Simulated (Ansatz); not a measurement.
# How fast states decay through Rb2InBF6

A new crystal, Rb2InBF6: structure, gap and complex bands. It is built by putting Rb for Cs, B for Al in the Cs2AlInF6 structure of space group Fm-3m, with the volume rescaled by atomic radii. The parent structure comes from the Materials Project.

Calculated with Ansatz 0.2.0; r2SCAN DFT, plane waves, PAW files, in the first sound run; inputs show where later runs differ.

The structure was built from a prototype and need not be the compound's stable phase.

## 1. Starting point

Symmetry: Fm-3m, No. 225, cubic system. Conventional cell: a = 8.688 Å, b = 8.688 Å, c = 8.688 Å, α = 90.00°, β = 90.00°, γ = 90.00°. Nearest to Rb lie 12 F at 3.10 Å and 4 B at 3.76 Å and 4 In at 3.76 Å. B has 6 F at 1.76 Å and 8 Rb at 3.76 Å nearest. In has 6 F at 2.59 Å nearest. F has 1 B at 1.76 Å and 1 In at 2.59 Å and 4 Rb at 3.10 Å nearest. It derives from Cs2AlInF6. Rb for Cs, B for Al in the Cs2AlInF6 structure of space group Fm-3m. Farther neighbours and most contacts between anions are not listed.

## 2. Cell and atoms at rest

The substituted atoms don't fit the parent's cell, so cell and atoms relax together. A small smearing keeps the run stable in case the gap closes on the way.

input.yaml reads:

```yaml
crystal:
  lattice:
    - [0.0, 4.3437795913, 4.3437795913]
    - [4.3437795913, 0.0, 4.3437795913]
    - [4.3437795913, 4.3437795913, 0.0]
  atoms:
    - { symbol: Rb, position: [0.75, 0.75, 0.75] }
    - { symbol: Rb, position: [0.25, 0.25, 0.25] }
    - { symbol: B, position: [0.0, 0.0, 0.0] }
    - { symbol: In, position: [0.5, 0.5, 0.5] }
    - { symbol: F, position: [0.797849, 0.202151, 0.202151] }
    - { symbol: F, position: [0.202151, 0.202151, 0.797849] }
    - { symbol: F, position: [0.202151, 0.797849, 0.797849] }
    - { symbol: F, position: [0.202151, 0.797849, 0.202151] }
    - { symbol: F, position: [0.797849, 0.202151, 0.797849] }
    - { symbol: F, position: [0.797849, 0.797849, 0.202151] }
kpoints:
  mp_grid: { grid: [4, 4, 4] }
scf:
  occupations: { method: gaussian, width: 0.03 }
hamiltonian:
  xc: r2scan
output:
  forces: true
  stress: true
relax:
  f_tol: 0.02
  max_steps: 60
  cell: {}
```

Command:

```bash
ansatz run input.yaml --threads 2 --pin off --max-ram 4096MiB --backend cpu --events-out ev --progress --plain --runs-dir out
```

Numbers of over 12 decimals in the logs are rounded to 6 here.

Log:

```text
Engine: ansatz 0.2.0, x86_64-unknown-linux-gnu
Pseudopotentials: kind: paw
Pseudopotential: Rb, paw, valence charge 9, recommended cutoff 500 eV (meta_gga), Rb.paw.azcp
Pseudopotential: B, paw, valence charge 3, recommended cutoff 500 eV (meta_gga), B.paw.azcp
Pseudopotential: In, paw, valence charge 13, recommended cutoff 500 eV (meta_gga), In.paw.azcp
Pseudopotential: F, paw, valence charge 7, recommended cutoff 500 eV (meta_gga), F.paw.azcp
Functional definition: r2SCAN
  parameter k0 = 0.174
  parameter k1 = 0.065
  parameter a1 = 4.9479
  exchange = r2scan_x(k0 = k0, k1 = k1, a1 = a1)
  correlation = r2scan_c
Crystal: 10 atoms, lattice volume = 163.921 Å³
Basis set: ecut = 500 eV, 4111 PW (Γ), exchange–correlation on 180×180×180 points (64 copies of the dense FFT grid, shifted against one another)
Bands: 48, of which v1, the nominal top of the filled ones, is band 38 counted from 1 (37 counted from 0)
Symmetry: 48 space group operations
Space group: Fm-3m (ITA 225), of the structure as read, at distance tolerance 5.5e-5 Å
k-points: 8 of 64
Non-local potential: Rb, projectors of the file, l = 0: 3, l = 1: 2, l = 2: 2
Non-local potential: B, projectors of the file, l = 0: 2, l = 1: 2, l = 2: 1
Non-local potential: In, projectors of the file, l = 0: 2, l = 1: 2, l = 2: 2, l = 3: 2
Non-local potential: F, projectors of the file, l = 0: 2, l = 1: 2, l = 2: 1
PAW form: soft (Blöchl's): semilocal exchange-correlation on the pseudo side does not see the compensation charge
PAW frozen core: Rb, regenerated for the run's functional (the file was generated under x = pbe(κ = 0.804, μ = 0.219515), c = pbe(β = 0.066725))
PAW frozen core: B, regenerated for the run's functional (the file was generated under x = pbe(κ = 0.804, μ = 0.219515), c = pbe(β = 0.066725))
PAW frozen core: In, regenerated for the run's functional (the file was generated under x = pbe(κ = 0.804, μ = 0.219515), c = pbe(β = 0.066725))
PAW frozen core: F, regenerated for the run's functional (the file was generated under x = pbe(κ = 0.804, μ = 0.219515), c = pbe(β = 0.066725))
PAW one-centre angular grid: Rb, 302 points (default); XC on 160 Gauss nodes
PAW one-centre angular grid: B, 302 points (default); XC on 160 Gauss nodes
PAW one-centre angular grid: In, 590 points (default); XC on 289 of its mesh's 2783 points in the sphere
PAW one-centre angular grid: F, 302 points (default); XC on 160 Gauss nodes
Initial density: superposition of atomic densities (neutral atoms: chi_scale 0, normalization atom), corrected by the library's trained network
Initial wavefunctions: pseudopotential atomic-orbital guess
Functional: x = r2scan, c = r2scan; τ floored in thin density (d = 2e-4 eV/Å³)
SCF iter   1: F=—  HF=-17189.740408 eV  |F-HF|=—  |Δ(HF+E_count)|=         —  Δρ=9.70e-3  dr2=1.43e-1  dr2_τ=1.92e-1  ethr=1.77e-3  ⟨swp⟩=7.4  Hψ=1808  notcnv=0  defer=3
preconditioner: auto → Resta (q_TF=auto, 2.400 Å⁻¹)  ε∞=3.1  [insulator: Δε(μ)=3.960 eV  Ē_g=17.159 eV  σ=0.030 eV  W_gap=1.00  n_scr=50 (ndim 8)  ℏωp=24.6 eV  f_vac=0.054  D(μ)=0.00/eV (n_scr^D=0)  ε∞_Penn≈3.1]
SCF iter   2: F=—  HF=-17189.878136 eV  |F-HF|=—  |Δ(HF+E_count)|=   1.38e-1  Δρ=4.03e-3  dr2=1.33e-2  dr2_τ=2.77e-3  ethr=1.88e-4  ⟨swp⟩=3.0  Hψ=799  notcnv=0  defer=34
SCF iter   3: F=—  HF=-17189.877753 eV  |F-HF|=—  |Δ(HF+E_count)|=   3.83e-4  Δρ=1.52e-3  dr2=2.41e-3  dr2_τ=3.05e-4  ethr=1.75e-5  ⟨swp⟩=2.0  Hψ=540  notcnv=0  defer=18
automatic band count: iteration 3 solves 46 bands in place of 48: the levels show a gap, and the empty bands left out lie too high to hold charge; the band table lists the bands solved (type scf.n_extra_bands for more)
SCF iter   4: F=—  HF=-17189.877416 eV  |F-HF|=—  |Δ(HF+E_count)|=   3.37e-4  Δρ=3.21e-4  dr2=1.11e-4  dr2_τ=1.31e-5  ethr=3.17e-6  ⟨swp⟩=2.0  Hψ=550  notcnv=0  defer=18
SCF iter   5: F=—  HF=-17189.877427 eV  |F-HF|=—  |Δ(HF+E_count)|=   1.12e-5  Δρ=6.62e-5  dr2=7.37e-6  dr2_τ=7.31e-7  ethr=1.47e-7  ⟨swp⟩=2.0  Hψ=654  notcnv=0  defer=18
SCF iter   6: F=—  HF=-17189.877295 eV  |F-HF|=—  |Δ(HF+E_count)|=   1.33e-4  Δρ=1.60e-5  dr2=3.68e-7  dr2_τ=3.75e-8  ethr=9.70e-9  ⟨swp⟩=2.0  Hψ=590  notcnv=0  defer=18
SCF iter   7: F=-17189.877295 eV  HF=-17189.877295 eV  |F-HF|=1.60e-8  |Δ(HF+E_count)|=   2.79e-7  Δρ=5.70e-6  dr2=4.97e-8  dr2_τ=5.17e-9  ethr=1.32e-10  ⟨swp⟩=5.0  Hψ=1392  notcnv=0
SCF 1 converged in 7 iterations: F = -17189.877295 eV  dr2 = 4.97e-8
  greatest PAW one-centre occupation: 0.987 electrons in one spin orbital (limit 2), on the In atom at site 3 (counted from 0), in its partial waves of l = 2
relax step   1: F+E_penalty+E_count = -17189.87729503 eV  Δ(F+E_penalty+E_count) = +0.000e0 eV  max|allowed force component| = 1.807e0 eV/Å  Δτ_max = 0.0000 Å  P = -6.659 GPa  Ω = 163.921 Å³  (7 SCF iters, dr2 threshold 1.00e-7 eV, accepted)
Crystal: 10 atoms, lattice volume = 157.164 Å³
Basis set: ecut = 500 eV, 3943 PW (Γ), exchange–correlation on 180×180×180 points (64 copies of the dense FFT grid, shifted against one another)
Initial density: handed on by an earlier stage of this run
Initial wavefunctions: those handed on with the density
iter 1 solved again at ethr=8.19e-5 eV; its pass at ethr=3.10e-3 eV (dr2=6.22e-2 eV) is discarded
SCF iter   1: F=—  HF=-17190.454537 eV  |F-HF|=—  |Δ(HF+E_count)|=         —  Δρ=1.23e-2  dr2=6.21e-2  dr2_τ=1.05e0  ethr=8.19e-5  ⟨swp⟩=2.2  Hψ=1685  notcnv=0
automatic band count: iteration 1 solves 43 bands in place of 48: the levels show a gap, and the empty bands left out lie too high to hold charge; the band table lists the bands solved (type scf.n_extra_bands for more)
preconditioner: auto → Resta (q_TF=auto, 2.417 Å⁻¹)  ε∞=3.4  [insulator: Δε(μ)=4.335 eV  Ē_g=16.648 eV  σ=0.030 eV  W_gap=1.00  n_scr=26 (ndim 8)  ℏωp=25.8 eV  f_vac=0.051  D(μ)=0.00/eV (n_scr^D=0)  ε∞_Penn≈3.4]
SCF iter   2: F=—  HF=-17190.506884 eV  |F-HF|=—  |Δ(HF+E_count)|=   5.23e-2  Δρ=5.99e-3  dr2=1.82e-2  dr2_τ=3.49e-3  ethr=8.17e-5  ⟨swp⟩=3.0  Hψ=712  notcnv=0
SCF iter   3: F=—  HF=-17190.509270 eV  |F-HF|=—  |Δ(HF+E_count)|=   2.39e-3  Δρ=1.84e-3  dr2=2.27e-3  dr2_τ=3.56e-4  ethr=2.40e-5  ⟨swp⟩=3.0  Hψ=636  notcnv=0  defer=3
SCF iter   4: F=—  HF=-17190.509059 eV  |F-HF|=—  |Δ(HF+E_count)|=   2.11e-4  Δρ=3.76e-4  dr2=1.78e-4  dr2_τ=1.62e-5  ethr=2.99e-6  ⟨swp⟩=2.0  Hψ=589  notcnv=0  defer=3
SCF iter   5: F=—  HF=-17190.508939 eV  |F-HF|=—  |Δ(HF+E_count)|=   1.20e-4  Δρ=1.26e-4  dr2=1.81e-5  dr2_τ=2.49e-6  ethr=2.34e-7  ⟨swp⟩=2.0  Hψ=488  notcnv=0  defer=3
[...]
SCF iter   1: F=—  HF=-17190.480314 eV  |F-HF|=—  |Δ(HF+E_count)|=         —  Δρ=1.21e-2  dr2=4.76e-2  dr2_τ=1.00e0  ethr=6.26e-5  ⟨swp⟩=1.8  Hψ=1690  notcnv=0
automatic band count: iteration 1 solves 43 bands in place of 48: the levels show a gap, and the empty bands left out lie too high to hold charge; the band table lists the bands solved (type scf.n_extra_bands for more)
preconditioner: auto → Resta (q_TF=auto, 2.429 Å⁻¹)  ε∞=3.5  [insulator: Δε(μ)=4.501 eV  Ē_g=16.640 eV  σ=0.030 eV  W_gap=1.00  n_scr=26 (ndim 8)  ℏωp=26.2 eV  f_vac=0.050  D(μ)=0.00/eV (n_scr^D=0)  ε∞_Penn≈3.5]
SCF iter   2: F=—  HF=-17190.616164 eV  |F-HF|=—  |Δ(HF+E_count)|=   1.36e-1  Δρ=5.86e-3  dr2=1.24e-2  dr2_τ=3.14e-3  ethr=6.26e-5  ⟨swp⟩=3.0  Hψ=697  notcnv=0
SCF iter   3: F=—  HF=-17190.619514 eV  |F-HF|=—  |Δ(HF+E_count)|=   3.35e-3  Δρ=1.95e-3  dr2=1.85e-3  dr2_τ=3.76e-4  ethr=1.63e-5  ⟨swp⟩=2.8  Hψ=511  notcnv=0
SCF iter   4: F=—  HF=-17190.619709 eV  |F-HF|=—  |Δ(HF+E_count)|=   1.95e-4  Δρ=3.26e-4  dr2=8.72e-5  dr2_τ=1.00e-5  ethr=2.43e-6  ⟨swp⟩=2.0  Hψ=504  notcnv=0
SCF iter   5: F=—  HF=-17190.619576 eV  |F-HF|=—  |Δ(HF+E_count)|=   1.32e-4  Δρ=9.24e-5  dr2=9.42e-6  dr2_τ=1.21e-6  ethr=1.15e-7  ⟨swp⟩=2.0  Hψ=495  notcnv=0
SCF iter   6: F=-17190.619578 eV  HF=-17190.619578 eV  |F-HF|=3.33e-9  |Δ(HF+E_count)|=   1.53e-6  Δρ=1.65e-5  dr2=3.13e-7  dr2_τ=3.54e-8  ethr=1.32e-9  ⟨swp⟩=3.8  Hψ=1621  notcnv=0
SCF 3 converged in 6 iterations: F = -17190.619578 eV  dr2 = 3.13e-7
  greatest PAW one-centre occupation: 0.986 electrons in one spin orbital (limit 2), on the In atom at site 3 (counted from 0), in its partial waves of l = 2
relax step   3: F+E_penalty+E_count = -17190.61957789 eV  Δ(F+E_penalty+E_count) = -1.106e-1 eV  max|allowed force component| = 4.343e-1 eV/Å  Δτ_max = 0.0504 Å  P = +1.166 GPa  Ω = 152.695 Å³  energy of the carried Pulay correction = +6.257e-3 eV  (6 SCF iters, dr2 threshold 1.00e-6 eV, accepted)
[...]
relax step   4: F+E_penalty+E_count = -17190.64160328 eV  Δ(F+E_penalty+E_count) = -2.203e-2 eV  max|allowed force component| = 9.644e-3 eV/Å  Δτ_max = 0.0152 Å  P = -0.121 GPa  Ω = 153.654 Å³  energy of the carried Pulay correction = +5.692e-3 eV  (5 SCF iters, dr2 threshold 1.00e-6 eV, accepted)
[...]
relax step   5: F+E_penalty+E_count = -17190.64190433 eV  Δ(F+E_penalty+E_count) = -3.010e-4 eV  max|allowed force component| = 4.496e-3 eV/Å  Δτ_max = 0.0008 Å  P = -0.057 GPa  Ω = 153.420 Å³  energy of the carried Pulay correction = +5.830e-3 eV  (5 SCF iters, dr2 threshold 3.66e-8 eV, accepted)
[...]
relax step   6: F+E_penalty+E_count = -17190.64207330 eV  Δ(F+E_penalty+E_count) = -1.690e-4 eV  max|allowed force component| = 2.952e-4 eV/Å  Δτ_max = 0.0007 Å  P = +0.000 GPa  Ω = 153.211 Å³  energy of the carried Pulay correction = +5.952e-3 eV  (5 SCF iters, dr2 threshold 8.24e-9 eV, accepted)
Initial wavefunctions: pseudopotential atomic-orbital guess (no wavefunctions were taken with the density)
iter 1 solved again at ethr=7.80e-8 eV; its pass at ethr=3.10e-3 eV (dr2=5.93e-5 eV) is discarded
SCF iter   1: F=—  HF=-17190.633910 eV  |F-HF|=—  |Δ(HF+E_count)|=         —  Δρ=2.87e-4  dr2=1.24e-5  dr2_τ=5.00e-5  ethr=7.80e-8  ⟨swp⟩=4.1  Hψ=3057  notcnv=0
preconditioner: auto → Resta (q_TF=auto, 2.427 Å⁻¹)  ε∞=3.0  [insulator: Δε(μ)=4.434 eV  Ē_g=18.330 eV  σ=0.030 eV  W_gap=1.00  n_scr=26 (ndim 8)  ℏωp=26.2 eV  f_vac=0.051  D(μ)=0.00/eV (n_scr^D=0)  ε∞_Penn≈3.0]
SCF iter   2: F=—  HF=-17190.633924 eV  |F-HF|=—  |Δ(HF+E_count)|=   1.48e-5  Δρ=1.45e-4  dr2=3.58e-6  dr2_τ=6.03e-6  ethr=1.63e-8  ⟨swp⟩=2.0  Hψ=545  notcnv=0
SCF iter   3: F=—  HF=-17190.634061 eV  |F-HF|=—  |Δ(HF+E_count)|=   1.37e-4  Δρ=3.42e-5  dr2=5.54e-7  dr2_τ=2.29e-7  ethr=4.72e-9  ⟨swp⟩=2.0  Hψ=671  notcnv=0
SCF iter   4: F=—  HF=-17190.634061 eV  |F-HF|=—  |Δ(HF+E_count)|=   2.51e-8  Δρ=3.18e-6  dr2=8.16e-9  dr2_τ=1.62e-9  ethr=7.29e-10  ⟨swp⟩=2.1  Hψ=668  notcnv=0
SCF iter   5: F=—  HF=-17190.634061 eV  |F-HF|=—  |Δ(HF+E_count)|=   5.33e-9  Δρ=6.99e-7  dr2=4.18e-10  dr2_τ=1.12e-10  ethr=1.07e-11  ⟨swp⟩=2.0  Hψ=688  notcnv=0
SCF iter   6: F=-17190.634061 eV  HF=-17190.634061 eV  |F-HF|=3.64e-12  |Δ(HF+E_count)|=  4.73e-11  Δρ=1.28e-7  dr2=1.65e-11  dr2_τ=2.14e-12  ethr=1.00e-12  ⟨swp⟩=5.0  Hψ=1359  notcnv=0
SCF 7 converged in 6 iterations: F = -17190.634061 eV  dr2 = 1.65e-11
relax step   7: F+E_penalty+E_count = -17190.63406100 eV  Δ(F+E_penalty+E_count) = +8.012e-3 eV  max|allowed force component| = 2.663e-3 eV/Å  Δτ_max = 0.0000 Å  P = +0.048 GPa  Ω = 153.211 Å³  stress off target by 4.83e-2 GPa  SCF on the basis re-selected at this cell (its energy is not comparable with the rows above)  (6 SCF iters)
basis re-selected at this cell: Δ(F+E_penalty+E_count) = +8.012e-3 eV, ΔP = +0.048 GPa vs the last step (what re-selecting the basis moved, of the pressure what is left beyond the Pulay correction that the steps carried, after the strain that the cell walked since its last selection, with what the two solves' SCF thresholds leave and, on support functions, any second-order correction that the steps lacked; it is no m [...]
SCF converged after 6 iterations
Free energy (F): -17190.634061 eV
Harris-Foulkes:  -17190.634061 eV  (|F-HF|=3.64e-12)
Internal energy: -17190.634061 eV  (E = F + TS)
E sigma→0 (E₀):  -17190.634061 eV
Fermi energy:    7.213679 eV
--- Per-component energies (eV) ---
  E_band       = -416.834151
  E_kinetic    = 1924.037117
  E_local      = -6019.238368  (includes V_loc(G=0)·N_el)
  E_nonlocal   = 1155.911383
  E_hartree    = 2195.359614
  E_xc         = -961.266210
  E_vxc        = -1152.203499  (∫ρ·V_xc dr)
  E_paw        = -10743.468825  (= ΣΔE_a)
  E_vpaw       = -793.250696  (= ΣTr[D̂ρ^β])
  E_aug_tail   = 0.006484  (compensation charges beyond the density's cutoff)
  E_vtau       = 77.184002  (kinetic-family band-sum trace: ∫τ·v_τ [+ j·A + Jᵃ·Aᵃ] dr)
  E_ewald      = -4742.440156
  E_core_change = 0.464900  (= ΣΔE_core)
  E_smearing   = -0.000000  (= −TS)
  E_closure    = 0.000000  (closes the sum)
  Σ components = -17190.634061   (vs F -17190.634061, Δ=0.00e0)
--- Forces (eV/Å), atoms counted from 1 ---
  atom   1  Rb     0.00000000     0.00000000    -0.00000000
  atom   2  Rb    -0.00000000    -0.00000000    -0.00000000
  atom   3  B      0.00000000    -0.00000000     0.00000000
  atom   4  In     0.00000000    -0.00000000     0.00000000
  atom   5  F      0.00266259    -0.00000000    -0.00000000
  atom   6  F     -0.00000000    -0.00000000     0.00266259
  atom   7  F     -0.00266259    -0.00000000    -0.00000000
  atom   8  F     -0.00000000     0.00266259     0.00000000
  atom   9  F      0.00000000    -0.00266259     0.00000000
  atom  10  F      0.00000000    -0.00000000    -0.00266259
  max |Σ_I F_I| component: 2.21e-17 eV/Å
--- Stress (GPa, compression-positive) ---
        0.048336      -0.000000      -0.000000
       -0.000000       0.048336      -0.000000
       -0.000000       0.000000       0.048336
  P = ⅓ Tr σ = 0.0483 GPa (0.483 kbar)
--- Relaxed structure (6 steps of the walk, 6 accepted, 1 SCFs on fresh bases) ---
  F+E_penalty+E_count = -17190.63406100 eV   max|allowed force component| = 2.663e-3 eV/Å   (the final SCF, on the basis selected at the relaxed cell)
  cell:  # Å, volume = 153.2115 Å³
    - [0, 4.247047, 4.247047]
    - [4.247047, 0, 4.247047]
    - [4.247047, 4.247047, 0]
  atoms:
    - { symbol: Rb, position: [0.750000, 0.750000, 0.750000] }
    - { symbol: Rb, position: [0.25, 0.25, 0.25] }
    - { symbol: B, position: [5.59101311501098e-19, 0, -5.5910131150109805e-19] }
    - { symbol: In, position: [0.5, 0.5, 0.5] }
    - { symbol: F, position: [0.807556, 0.192444, 0.192444] }
    - { symbol: F, position: [0.192444, 0.192444, 0.807556] }
    - { symbol: F, position: [0.192444, 0.807556, 0.807556] }
    - { symbol: F, position: [0.192444, 0.807556, 0.192444] }
    - { symbol: F, position: [0.807556, 0.192444, 0.807556] }
    - { symbol: F, position: [0.807556, 0.807556, 0.192444] }
```

Run time: 22 s. Hardware: 2 threads of Intel Xeon 6975P-C (Granite Rapids), shared host; peak memory 0.94 GiB; 41 s of CPU time.

Relaxation path:

```tsv
step	energy less that of the first step (eV)	largest force component (eV/Å)	pressure (GPa)	volume (Å³)
1	0.0000	1.8074	-6.66	163.92
2	-0.6316	0.8735	-3.12	157.16
3	-0.7423	0.4343	1.17	152.69
4	-0.7643	0.0096	-0.12	153.65
5	-0.7646	0.0045	-0.06	153.42
6	-0.7648	0.0003	0.00	153.21
7*	-0.7568	0.0027	0.05	153.21
```

Relaxation steps marked * repeat the geometry before them on a plane-wave basis chosen anew for their cell, so energy and pressure can jump there.

Forces are held to the 48 operations that the run works with; a distortion that breaks them can't arise in this run.

```tsv
conventional cell, symmetrised	before	after	change
a (Å)	8.688	8.494	-2.2 %
b (Å)	8.688	8.494	-2.2 %
c (Å)	8.688	8.494	-2.2 %
volume (Å³/atom)	16.39	15.32	-6.5 %
```

The atoms that moved most (Å, as changes of fractional coordinates times the final cell):

```tsv
atom	dx	dy	dz	length
F7	0.082	0.000	0.000	0.082
F9	0.000	0.082	0.000	0.082
F10	0.000	0.000	0.082	0.082
F5	-0.082	0.000	0.000	0.082
F8	0.000	-0.082	0.000	0.082
F6	0.000	0.000	-0.082	0.082
```

Final coordinates:

```cif
data_structure
_symmetry_space_group_name_H-M 'P 1'
_symmetry_Int_Tables_number 1
_cell_length_a 6.0062
_cell_length_b 6.0062
_cell_length_c 6.0062
_cell_angle_alpha 60.000
_cell_angle_beta 60.000
_cell_angle_gamma 60.000
_cell_volume 153.21
loop_
_atom_site_label
_atom_site_type_symbol
_atom_site_fract_x
_atom_site_fract_y
_atom_site_fract_z
_atom_site_occupancy
Rb1 Rb 0.75000 0.75000 0.75000 1
Rb2 Rb 0.25000 0.25000 0.25000 1
B3 B 0.00000 0.00000 0.00000 1
In4 In 0.50000 0.50000 0.50000 1
F5 F 0.80756 0.19244 0.19244 1
F6 F 0.19244 0.19244 0.80756 1
F7 F 0.19244 0.80756 0.80756 1
F8 F 0.19244 0.80756 0.19244 1
F9 F 0.80756 0.19244 0.80756 1
F10 F 0.80756 0.80756 0.19244 1
```

Numbers from this step:

```yaml
free_energy: -17190.6341 eV
fermi_energy: 7.214 eV
pressure: 0.04834 GPa
```

The largest force component on a free atom ends at 0.0027 eV/Å.

[end of part 1 of 3]

[Logs are printed without paths, hosts, clocks, repeated set-up lines and the standing remarks that a program may print on its own settings, such as how far it seeks lower states.]

[Hosts, paths, dates, database ids (printed as entryN), source tags and the programs' standing remarks are cut or masked in the printed files.]
